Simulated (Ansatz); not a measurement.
**(AlP)1(ZnS)2 [001] superlattice, started as zinc blende: from the cell to its phonons**

Aim: the vibrations of (AlP)1(ZnS)2 [001] superlattice, started as zinc blende, their spectra, and whether the structure is stable.

Method: DFT LDA, scalar-relativistic, plane waves, PAW, in Ansatz 0.2.0.

This is a report of a sequence of runs, with most program output left out.

The structure was built from a prototype and need not be the compound's stable phase.

## Step 1: The structure

It takes space group Imm2 (No. 44, orthorhombic). Conventional cell: a = 3.837 Å, b = 3.837 Å, c = 16.280 Å, α = 90.00°, β = 90.00°, γ = 90.00°. Nearest to Al lie 2 P at 2.35 Å and 2 S at 2.35 Å. P has 2 Zn at 2.35 Å and 2 Al at 2.35 Å nearest. Nearest to S lie 4 Zn at 2.35 Å. S has 2 Zn at 2.35 Å and 2 Al at 2.35 Å nearest. Nearest to Zn lie 2 P at 2.35 Å and 2 S at 2.35 Å. Nearest to Zn lie 4 S at 2.35 Å. Farther neighbours and most contacts between anions are not listed.

## Step 2: Coarse relaxation

The start is far from rest, so a relaxation with loose tolerances brings it close first.

input.yaml reads:

```yaml
crystal:
  lattice:
    - [2.71333, 2.71333, 0.0]
    - [-2.71333, 2.71333, 0.0]
    - [2.71333, 0.0, 8.14]
  atoms:
    - { symbol: Al, position: [0.0, 0.0, 0.0] }
    - { symbol: P, position: [0.416667, 0.083333, 0.166667] }
    - { symbol: S, position: [0.75, 0.75, 0.5] }
    - { symbol: S, position: [0.083333, 0.416667, 0.833333] }
    - { symbol: Zn, position: [0.333333, 0.666667, 0.333333] }
    - { symbol: Zn, position: [0.666667, 0.333333, 0.666667] }
kpoints:
  mp_grid: { grid: [6, 6, 6] }
hamiltonian:
  xc: lda
scf:
  occupations: { method: gaussian, width: 0.1 }
output:
  forces: true
  stress: true
  eigenvalues: true
relax:
  adjacent_minimum: "off"
  f_tol: 0.05
  max_steps: 80
  cell: { stress_tol: 0.5 }
```

On the command line:

```
$ ansatz run input.yaml --threads 8 --pin off --max-ram 14336MiB --backend cpu --events-out ev --progress --plain --runs-dir out
```

It took 9.8 s on 8 threads of Intel Xeon Platinum 8488C (Sapphire Rapids), shared host; peak memory 0.62 GiB.

Step by step:

| step | energy less that of the first step (eV) | largest force component (eV/Å) | pressure (GPa) | volume (Å³) |
| --- | --- | --- | --- | --- |
| 1 | 0.0000 | 1.0354 | -3.82 | 119.86 |
| 2 | -0.1257 | 0.3282 | -1.29 | 116.07 |
| 3 | -0.1412 | 0.0914 | 0.20 | 114.08 |
| 4 | -0.1420 | 0.0373 | 0.03 | 114.32 |
| 5* | -0.1405 | 0.0375 | 0.03 | 114.32 |

Relaxation steps marked * repeat the geometry before them on a plane-wave basis chosen anew for their cell, so energy and pressure can jump there.

Forces are held to the 4 operations that the run works with; a distortion that breaks them can't arise in this run.

| conventional cell, symmetrised | before | after | change |
| --- | --- | --- | --- |
| a (Å) | 3.837 | 3.792 | -1.2 % |
| b (Å) | 3.837 | 3.804 | -0.9 % |
| c (Å) | 16.280 | 15.850 | -2.6 % |
| volume (Å³/atom) | 19.98 | 19.05 | -4.6 % |

The atoms that moved most (Å, as changes of fractional coordinates times the final cell):

| atom | dx | dy | dz | length |
| --- | --- | --- | --- | --- |
| Al1 | 0.000 | 0.000 | 0.060 | 0.060 |
| Zn6 | 0.000 | 0.000 | -0.056 | 0.056 |
| Zn5 | 0.000 | 0.000 | -0.036 | 0.036 |
| S3 | 0.000 | 0.000 | 0.027 | 0.027 |
| P2 | 0.000 | 0.000 | 0.013 | 0.013 |
| S4 | 0.000 | 0.000 | -0.008 | 0.008 |

The relaxed structure:

```xyz
6
Lattice="2.6812 2.6812 0.0000 -2.6899 2.6899 0.0000 2.6856 -0.0043 7.9252" Properties=species:S:1:pos:R:3 pbc="T T T"
Al    0.0000    0.0000    0.0605
P     1.3406    1.3406    1.3336
S     1.3363    4.0262    3.9896
S     1.3406    1.3406    6.5963
Zn   -0.0043    2.6856    2.6058
Zn    2.6812    2.6812    5.2273
```

Numbers from this step:

```yaml
pressure: 0.02551 GPa
gap_on_the_k_mesh: 1.466 eV
volume_per_atom: 19.05 Å³
direct_gap_on_mesh: 1.516 eV
```

In this step the volume went from 19.98 to 19.05 Å³/atom.

## Step 3: Relaxation

The cell and atoms are relaxed, since residual forces and stress would shift the frequencies.

input.yaml reads:

```yaml
crystal:
  lattice:
    - [2.6812232783, 2.6812232783, 0.0]
    - [-2.6899220139, 2.6899220139, 0.0]
    - [2.6855726461, -0.0043493678, 7.9252236412]
  atoms:
    - { symbol: Al, position: [-0.0038154087, 0.0038154087, 0.0076308174] }
    - { symbol: P, position: [0.4158642377, 0.0841357623, 0.1682715247] }
    - { symbol: S, position: [0.7482974236, 0.7517025764, 0.5034051528] }
    - { symbol: S, position: [0.0838418846, 0.4161581154, 0.8323162307] }
    - { symbol: Zn, position: [0.3356025034, 0.6643974966, 0.3287949931] }
    - { symbol: Zn, position: [0.6702093594, 0.3297906406, 0.6595812812] }
kpoints:
  mp_grid: { grid: [6, 6, 6] }
hamiltonian:
  xc: lda
scf:
  occupations: { method: gaussian, width: 0.02 }
output:
  forces: true
  stress: true
  eigenvalues: true
relax:
  adjacent_minimum: "off"
  f_tol: 0.005
  max_steps: 80
  cell: { stress_tol: 0.05 }
```

Wall time 6.4 s (8 threads); peak memory 0.6 GiB; 45 s of CPU time.

Little changed from the start: no atom moved by 0.005 Å and no cell edge by 0.1 %.

This step gave:

```yaml
pressure: -0.006886 GPa
volume_per_atom: 19.06 Å³
```

In this step the volume went from 19.05 to 19.06 Å³/atom.

## Step 4: Tight relaxation

Phonons need a cell at rest on their own settings, so the relaxation is repeated with tight tolerances on forces and stress on the k mesh and occupations of the first response run.

input.yaml reads:

```yaml
crystal:
  lattice:
    - [2.6820330447, 2.6820330447, 0.0]
    - [-2.6905178595, 2.6905178595, 0.0]
    - [2.6862754521, -0.0042424074, 7.9245224714]
  atoms:
    - { symbol: Al, position: [-0.0037165657, 0.0037165657, 0.0074331315] }
    - { symbol: P, position: [0.4158067456, 0.0841932544, 0.1683865088] }
    - { symbol: S, position: [0.7481939665, 0.7518060335, 0.503612067] }
    - { symbol: S, position: [0.083677219, 0.416322781, 0.8326455621] }
    - { symbol: Zn, position: [0.3357425634, 0.6642574366, 0.3285148732] }
    - { symbol: Zn, position: [0.6702960713, 0.3297039287, 0.6594078573] }
kpoints:
  mp_grid: { grid: [8, 8, 8] }
hamiltonian:
  xc: lda
scf:
  occupations: { method: fixed }
output:
  forces: true
  stress: true
  eigenvalues: true
relax:
  adjacent_minimum: "off"
  f_tol: 0.001
  max_steps: 60
  cell: { stress_tol: 0.01 }
```

Run time: 12 s. Hardware: 8 threads; peak memory 0.72 GiB.

Little changed from the start: no atom moved by 0.005 Å and no cell edge by 0.1 %.

This step gave:

```yaml
pressure: -8.16e-4 GPa
gap_on_the_k_mesh: 1.462 eV
direct_gap_on_mesh: 1.514 eV
```

The largest force component left is 0.50 meV/Å and the pressure is -0.001 GPa, within the tolerances set. The cell now holds 19.06 Å³/atom.

## Step 5: Zone-centre response

The zone centre is the only wavevector solved here; it holds the modes that light can see, as far as symmetry allows. The response to a homogeneous field gives the Born charges and the dielectric tensor, and its change with displacement the Raman tensors.

input.yaml reads:

```yaml
crystal:
  lattice:
    - [2.6807576479, 2.6807576479, 0.0]
    - [-2.6895959017, 2.6895959017, 0.0]
    - [2.6851767748, -0.0044191269, 7.929756492]
  atoms:
    - { symbol: Al, position: [-0.0036976294, 0.0036976294, 0.0073952589] }
    - { symbol: P, position: [0.4157785524, 0.0842214476, 0.1684428952] }
    - { symbol: S, position: [0.748199944, 0.751800056, 0.503600112] }
    - { symbol: S, position: [0.083695523, 0.416304477, 0.832608954] }
    - { symbol: Zn, position: [0.3357282701, 0.6642717299, 0.3285434599] }
    - { symbol: Zn, position: [0.67029534, 0.32970466, 0.65940932] }
kpoints:
  mp_grid: { grid: [8, 8, 8] }
hamiltonian:
  xc: lda
scf:
  occupations: { method: fixed }
output:
  eigenvalues: true
phonons:
  method: dfpt
  dielectric: true
  rigid_motions: translations
  raman: true
```

Elapsed: 14 min, on 8 threads; peak memory 6.3 GiB.

This step gave:

- sum-rule residual before enforcement: 1.35e-4 eV/Å²
- miss of the charge sum rule: 0.003720 e
- estimated error of the dielectric tensor: 0.02914
- estimated error of the Born charges: 0.01855 e
- point group: mm2
- highest optical mode at the zone centre (no LO-TO term): 488.8 cm⁻¹
- lowest optical zone-centre mode: 83.15 cm⁻¹
- mean high-frequency dielectric constant: 7.039
- largest Born charge (third of the trace): 2.388 e
- mean static dielectric constant: 9.856
- top of the zone-centre spectrum with the field: 504.0 cm⁻¹

Without the LO-TO term. Patterns of degenerate modes are one choice out of their space. The modes at Γ (shares of kinetic energy by element, %):

| mode | frequency (cm⁻¹) | symmetry | Al % | P % | S % | Zn % |
| --- | --- | --- | --- | --- | --- | --- |
| 1 | 0.0 | acoustic | 11 | 12 | 25 | 52 |
| 2 | 0.0 | acoustic | 11 | 12 | 25 | 52 |
| 3 | 0.0 | acoustic | 11 | 12 | 25 | 52 |
| 4 | 83.2 | B1 | 0 | 0 | 16 | 83 |
| 5 | 89.6 | B2 | 0 | 13 | 11 | 77 |
| 6 | 111.6 | B1 | 37 | 38 | 1 | 24 |
| 7 | 112.2 | B2 | 42 | 2 | 36 | 20 |
| 8 | 180.2 | A1 | 1 | 7 | 4 | 88 |
| 9 | 222.8 | A1 | 20 | 15 | 32 | 33 |
| 10 | 258.5 | B1 | 1 | 1 | 74 | 24 |
| 11 | 282.3 | B1 | 0 | 1 | 82 | 17 |
| 12 | 305.5 | A1 | 4 | 0 | 80 | 16 |
| 13 | 328.3 | B2 | 36 | 0 | 54 | 10 |
| 14 | 337.5 | A1 | 2 | 38 | 49 | 11 |
| 15 | 342.7 | B2 | 11 | 0 | 72 | 17 |
| 16 | 360.8 | B2 | 0 | 73 | 2 | 25 |
| 17 | 452.8 | A1 | 62 | 28 | 10 | 0 |
| 18 | 488.8 | B1 | 51 | 48 | 0 | 0 |

Displacements in mode 4 (83.2 cm⁻¹), the largest set to 1:
```
Al1 -0.07 -0.07  0.00
P2  -0.01 -0.01  0.00
S3   0.62  0.62  0.00
S4  -0.62 -0.62  0.00
Zn5  1.00  1.00  0.00
Zn6 -0.97 -0.97  0.00
```

Displacements in mode 14 (337.5 cm⁻¹), the largest set to 1:
```
Al1  0.00  0.00 -0.24
P2   0.00  0.00 -0.93
S3   0.00  0.00 -0.23
S4   0.00  0.00  1.00
Zn5  0.00  0.00  0.30
Zn6  0.00  0.00 -0.14
```

Optical modes at the zone centre, without and with the macroscopic field of the longitudinal modes; each column is sorted by frequency, so a row need not hold one and the same mode. Modes with and without the field, by row:

| rank among optical modes | no field (cm⁻¹) | q along (1, 0, 0) (cm⁻¹) | q along (0, 0, 1) (cm⁻¹) |
| --- | --- | --- | --- |
| 1 | 83.2 | 83.2 | 83.2 |
| 2 | 89.6 | 89.6 | 89.6 |
| 3 | 111.6 | 111.7 | 111.6 |
| 4 | 112.2 | 112.3 | 112.2 |
| 5 | 180.2 | 180.2 | 180.2 |
| 6 | 222.8 | 222.8 | 228.9 |
| 7 | 258.5 | 268.3 | 258.5 |
| 8 | 282.3 | 283.8 | 282.3 |
| 9 | 305.5 | 305.5 | 328.3 |
| 10 | 328.3 | 337.5 | 332.3 |
| 11 | 337.5 | 342.5 | 338.4 |
| 12 | 342.7 | 350.3 | 342.7 |
| 13 | 360.8 | 372 | 360.8 |
| 14 | 452.8 | 452.8 | 475.3 |
| 15 | 488.8 | 504 | 488.8 |

Born charge (rows field, columns displacement) (e), principal values of the symmetric part by kind of site:

| atom | atoms with these values | low | middle | high | mean |
| --- | --- | --- | --- | --- | --- |
| Al1 | 1 | 2.19 | 2.47 | 2.51 | 2.39 |
| P2 | 1 | -2.19 | -1.79 | -1.79 | -1.92 |
| S3 | 1 | -2.05 | -2.03 | -1.94 | -2.01 |
| S4 | 1 | -2.28 | -2.19 | -1.98 | -2.15 |
| Zn5 | 1 | 1.67 | 1.70 | 1.71 | 1.69 |
| Zn6 | 1 | 1.90 | 1.96 | 2.14 | 2.00 |

In full for Zn5:

```
1.69 0.02 0.00
0.02 1.69 0.00
0.00 0.00 1.71
```

High-frequency dielectric tensor:

```
 7.05 -0.08  0.00
-0.08  7.05  0.00
 0.00  0.00  7.02
```

Static dielectric tensor (ions relaxed, fixed cell):

```
 9.93 -0.04  0.00
-0.04  9.93  0.00
 0.00  0.00  9.72
```

Transverse modes. Lines of the infrared spectrum (strongest = 100):

| position (cm⁻¹) | lines merged | relative intensity |
| --- | --- | --- |
| 83 | 1 | 0.1 |
| 90 | 1 | 0.0 |
| 112 | 2 | 0.5 |
| 180 | 1 | 0.0 |
| 223 | 1 | 12 |
| 258 | 1 | 48 |
| 282 | 1 | 4.9 |
| 306 | 1 | 51 |
| 328 | 1 | 100 |
| 338 | 1 | 0.3 |
| 343 | 1 | 0.6 |
| 361 | 1 | 15 |
| 453 | 1 | 45 |
| 489 | 1 | 63 |

Activity x (w_L - w)^4 (n + 1)/w, 532 nm, 300 K; the tensors are static ones, while 532 nm light lies above the computed direct gap, where resonance would change the heights; modes without the macroscopic field alone. Lines of the Raman spectrum (strongest = 100):

| position (cm⁻¹) | lines merged | relative intensity |
| --- | --- | --- |
| 83 | 1 | 5.1 |
| 90 | 1 | 14 |
| 112 | 2 | 38 |
| 180 | 1 | 5.3 |
| 223 | 1 | 17 |
| 258 | 1 | 22 |
| 282 | 1 | 0.0 |
| 306 | 1 | 29 |
| 328 | 1 | 2.1 |
| 338 | 1 | 10 |
| 343 | 1 | 2.3 |
| 361 | 1 | 3.0 |
| 453 | 1 | 100 |
| 489 | 1 | 2.6 |

Static second-order susceptibility (pm/V), twice the coefficient d of second-harmonic generation. Second order susceptibility, by row:

| field along | xx | yy | zz | yz | xz | xy |
| --- | --- | --- | --- | --- | --- | --- |
| x | 0 | 0 | 0 | 25.65 | 21.12 | 0 |
| y | 0 | 0 | 0 | 21.12 | 25.65 | 0 |
| z | 21.12 | 21.12 | 12.4 | 0 | 0 | 25.65 |

Before it was imposed, the acoustic sum rule was missed by 1.4e-4 eV/Å² and the charge sum rule by 0.0037 e. Small misses are needed for a sound result but don't prove that mesh and cutoff are converged. The lowest optical mode is real, 83.2 cm⁻¹.

The log warns of the k mesh: “the force constants stand on the 8×8×8 k-mesh, whose period is 11.18 times the interband length at k = (0.0000, 0.0000, 0.0000), direct gap 1.514 eV, under 14: take them and everything formed from them as unconverged”.

## Step 6: Isotope substitution, element S, natural mass 32.06 amu

An isotope changes the mass and not the force constants, so no new electronic calculation is needed; the shifts show which modes move this element.

The same force constants with the mass of S changed from 32.060 to 33.968 u (phonopy, no LO-TO term). Both lists are sorted by frequency; levels can cross, so a row need not hold one and the same mode. Modes under 3 cm⁻¹ are left out. Isotope shifts, by row:

| q | rank | natural mass (cm⁻¹) | changed mass (cm⁻¹) |
| --- | --- | --- | --- |
| 0 0 0 | 4 | 83.15 | 82.74 |
| 0 0 0 | 5 | 89.57 | 89.28 |
| 0 0 0 | 6 | 111.6 | 111 |
| 0 0 0 | 7 | 112.2 | 111.5 |
| 0 0 0 | 8 | 180.2 | 180 |
| 0 0 0 | 9 | 222.8 | 220.7 |
| 0 0 0 | 10 | 258.5 | 253.1 |
| 0 0 0 | 11 | 282.3 | 275.7 |
| 0 0 0 | 12 | 305.5 | 298.5 |
| 0 0 0 | 13 | 328.3 | 323.3 |
| 0 0 0 | 14 | 337.5 | 332.9 |
| 0 0 0 | 15 | 342.7 | 335.7 |
| 0 0 0 | 16 | 360.8 | 360.7 |
| 0 0 0 | 17 | 452.8 | 451.5 |
| 0 0 0 | 18 | 488.8 | 488.7 |

A mode of this element alone would shift by -2.85 %. The highest zone-centre frequency without the field goes from 488.8 to 488.7 cm⁻¹ (-0.0 %). The product of the frequency ratios over all optical modes at Γ is 0.860; the product rule, (m/m′)^(3k/2) (M′/M)^(3/2) with k = 2 such atoms and M the mass of the cell, gives 0.860.

## Step 7: Isotope substitution, element Zn, natural mass 65.38 amu

The same for Zn, from 65.38 to 67.92 u.

A mode of this element alone would shift by -1.89 %. The highest zone-centre frequency without the field goes from 488.8 to 488.8 cm⁻¹ (+0.0 %). The product of the frequency ratios over all optical modes at Γ is 0.919; the product rule, (m/m′)^(3k/2) (M′/M)^(3/2) with k = 2 such atoms and M the mass of the cell, gives 0.919.

## Step 8: Outcome

```
space group after relaxation (within 0.01 Å)            : Imm2
volume per atom                                         : 19.1 Å³
gap on the k-mesh                                       : 1.46 eV
highest optical mode at the zone centre (no LO-TO term) : 489 cm⁻¹
top of the zone-centre spectrum with the field          : 504 cm⁻¹
lowest optical zone-centre mode                         : 83.2 cm⁻¹
mean high-frequency dielectric constant                 : 7.04
mean static dielectric constant                         : 9.86
largest Born charge (third of the trace)                : 2.39 e
imaginary modes at Γ (the only wavevector solved)       : none
```

The structure is stable against zone-centre distortions, since no mode there is imaginary; other wavevectors were not solved, so zone-boundary instabilities are untested. Without the field, the optical modes at Γ span 83 to 489 cm⁻¹. No dispersion was computed. With the macroscopic field of the longitudinal modes the top of the zone-centre spectrum lies at 504 cm⁻¹, against 489 cm⁻¹ without it. Lattice motion raises the mean dielectric constant from 7.039 to 9.856. The strongest infrared line is at 328 cm⁻¹. Averaged over orientations, the strongest Raman line at 532 nm and 300 K is at 453 cm⁻¹, among the modes without the field; their longitudinal partners can be Raman active too. The tensors are the static, non-resonant ones, while 532 nm light (2.33 eV) lies above the computed gap. With the field response the log warns that the k mesh is coarse for the force constants too, so the frequencies may not be converged. The starting cell was built on a prototype and not taken from a measurement, so the phase need not exist. These are harmonic frequencies at zero temperature: anharmonic shifts, linewidths and thermal expansion are left out.

[Logs are printed without paths, hosts, clocks, repeated set-up lines and the standing remarks that a program may print on its own settings, such as how far it seeks lower states.]

[Hosts, paths, dates, database ids (printed as entryN), source tags and the programs' standing remarks are cut or masked in the printed files.]
